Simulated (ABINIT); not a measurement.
Planning a run of ABINIT 10.8.3 on Cs2AgSbBr6 (Fm-3m). The input:

```
acell 3*1.0 Angstrom
rprim 
  0.000000000000 5.689253000000 5.689253000000
  5.689253000000 0.000000000000 5.689253000000
  5.689253000000 5.689253000000 0.000000000000
ntypat 4
znucl 55 47 51 35
natom 10
typat 1 1 2 3 4 4 4 4 4 4
xred 
  0.750000000000 0.750000000000 0.750000000000
  0.250000000000 0.250000000000 0.250000000000
  0.500000000000 0.500000000000 0.500000000000
  0.000000000000 0.000000000000 0.000000000000
  0.751554000000 0.248446000000 0.248446000000
  0.248446000000 0.248446000000 0.751554000000
  0.248446000000 0.751554000000 0.751554000000
  0.248446000000 0.751554000000 0.248446000000
  0.751554000000 0.248446000000 0.751554000000
  0.751554000000 0.751554000000 0.248446000000
pp_dirpath "pseudos"
pseudos "Cs.upf, Ag.upf, Sb.upf, Br.upf"
ecut 40
ngkpt 2 2 2
nshiftk 1
shiftk 0 0 0
kptopt 1
chksymbreak 0
istwfk *1
occopt 1
irdwfk 1
optdriver 99
bs_calctype 1
mbpt_sciss 1.581 eV
bs_loband 60
nband 95
bs_exchange_term 1
bs_coulomb_term 21
bs_coupling 0
bs_algorithm 2
bs_freq_mesh 0 10 0.1 eV
zcut 0.15 eV
ecuteps 3
ecutwfn 20
inclvkb 2
mdf_epsinf 6.61
irdden 1
bs_haydock_niter 300
bs_haydock_tol -0.02 0
indata_prefix "in"
outdata_prefix "out"
tmpdata_prefix "tmp"
```

```sh
OMP_NUM_THREADS=1 mpirun -n 4 abinit run.abi > log
```

**Question.** Estimate wall time and host memory on 4 MPI ranks of Arm Neoverse V2, shared host.

It took 13 min; on shared hardware allow 6.7 min to 27 min. Peak host memory was 2.1 GiB.

The kernel grows as the square of the matrix size, and full diagonalisation as its cube.

[Paths, hosts, dates, memory and timing lines, banners, echoed tables and standing remarks are left out of the program output.]

[Logs are printed without paths, hosts, clocks, repeated set-up lines and the standing remarks that a program may print on its own settings, such as how far it seeks lower states.]

[Runs of the session that timed out or met a known fault of the program may be left out.]

[Hosts, paths, dates, database ids (printed as entryN), source tags and the programs' standing remarks are cut or masked in the printed files.]

[G0W0 gaps are taken among the corrected bands and points alone; a level outside them can change the order at an edge.]

[Where Ansatz stands beside ABINIT at settings called matched, ABINIT's density can come from a denser mesh and the files from another edition; pairs whose starting gaps differed by over 0.03 eV were left out, so agreement reads better than it is.]
